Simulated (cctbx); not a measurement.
**Accept or mend?**

Cell a = 10.0740 Å, b = 9.1120 Å, c = 5.4950 Å, α = 90.00°, β = 103.57°, γ = 90.00°; space group P2_1/c (no. 14). The compound is MgBeGe2O6.

Simulated single-crystal data (cctbx): Mo Kα, λ = 0.71073 Å, to d = 0.6 Å, 70 % of the full sphere, strongest reflection 40000 counts, noise from counting, a 2 % proportional error and a noise floor of 8 counts (s.d.); no absorption.

An anisotropic refinement with weights 1/σ² prints:

```text
Rint 0.024, 2354 unique reflections to 0.60 A
cycle     R1     wR2    GooF  max shift (A)
   1  0.0779  0.1743   5.085   0.01362
   2  0.0234  0.0716   2.088   0.00006
final R1 0.0234 wR2 0.0716 GooF 2.088  parameters 90  data/parameter 26.2
atom        x        y        z      Ueq    occ   su(xyz)  su(Uiso or U11)
Zr1    0.46077  0.83780  0.75484   0.0172  1.000  0.00006  0.0001
Ge1    0.05219  0.83115  0.31816   0.0090  1.000  0.00005  0.0001
Mg1    0.25289  0.98512  0.95596   0.0170  1.000  0.00022  0.0005
O1     0.63435  0.84825  0.81606   0.0157  1.000  0.00039  0.0009
O2     0.87324  0.84330  0.24171   0.0147  1.000  0.00040  0.0008
O3     0.14490  0.51938  0.72285   0.0171  1.000  0.00043  0.0009
O4     0.36879  0.48394  0.19446   0.0222  1.000  0.00050  0.0011
O5     0.10583  0.82144  0.66052   0.0134  1.000  0.00039  0.0008
O6     0.39044  0.77889  0.00606   0.0210  1.000  0.00046  0.0010
Be1    0.24428  0.15488  0.44943   0.0241  1.000  0.00092  0.0018
difference map: max 1.49 min -1.44 rms 0.22
Q1    0.0719  0.6846  0.8699    4    1.51  0.34 A from Ge1
Q2    0.3063  0.1667  0.0183    4    0.75  0.97 A from O1
Q3    0.3969  0.1401  0.2067    4    0.71  0.33 A from O1
Q4    0.2219  0.5614  0.5007    4    0.69  0.61 A from Mg1
Q5    0.4013  0.0335  0.7143    4    0.67  0.36 A from O4
Q6    0.2205  0.5177  0.0413    4    0.64  1.56 A from O4
```

Q: Accept it or mend it, and why?

Mend it. The fault: wrong element: Zr1 is Ge. Against the right model at the same level, R1 goes from 0.0150 to 0.0234 and GooF from 0.93 to 2.09 and the top difference peak, 1.5 e/Å³, lies on Ge1. Zr1 has 8 electrons too many and its U swells to shed them, as expected.

The compound is MgBeGe2O6. The right model at the same level gives:

```text
Rint 0.024, 2354 unique reflections to 0.60 A
cycle     R1     wR2    GooF  max shift (A)
   1  0.0636  0.1337   3.901   0.01102
   2  0.0150  0.0318   0.929   0.00002
final R1 0.0150 wR2 0.0318 GooF 0.929  parameters 90  data/parameter 26.2
atom        x        y        z      Ueq    occ   su(xyz)  su(Uiso or U11)
Ge1    0.46079  0.83781  0.75489   0.0145  1.000  0.00003  0.0001
Ge2    0.05221  0.83111  0.31820   0.0101  1.000  0.00002  0.0000
Mg1    0.25293  0.98509  0.95566   0.0180  1.000  0.00010  0.0002
O1     0.63371  0.84810  0.81528   0.0166  1.000  0.00018  0.0004
O2     0.87269  0.84321  0.24106   0.0159  1.000  0.00018  0.0004
O3     0.14545  0.51914  0.72372   0.0182  1.000  0.00019  0.0004
O4     0.36970  0.48442  0.19490   0.0237  1.000  0.00022  0.0005
O5     0.10628  0.82178  0.66098   0.0144  1.000  0.00017  0.0004
O6     0.39063  0.77883  0.00569   0.0221  1.000  0.00020  0.0005
Be1    0.24475  0.15504  0.44822   0.0246  1.000  0.00040  0.0008
difference map: max 0.56 min -0.62 rms 0.14
Q1    0.2177  0.5179  0.0308    4    0.57  1.61 A from O4
Q2    0.2175  0.5725  0.5150    4    0.57  0.75 A from Mg1
Q3    0.3054  0.1686  0.0204    4    0.56  0.98 A from O1
Q4    0.3224  0.1094  0.1320    4    0.56  0.61 A from O1
Q5    0.2514  0.1020  0.9103    4    0.54  1.09 A from Mg1
Q6    0.1639  0.5696  0.2404    4    0.54  1.18 A from O5
```

Isotropic U is held between 0.0001 and 1 Å² by the program, and listed peak heights are interpolated, so they can pass the grid's maximum.

The model is made up (kin elements in a known structure type, no relaxation), so it says nothing on whether the phase exists.

[Middle refinement cycles are left out of these outputs.]

[Logs are printed without paths, hosts, clocks, repeated set-up lines and the standing remarks that a program may print on its own settings, such as how far it seeks lower states.]
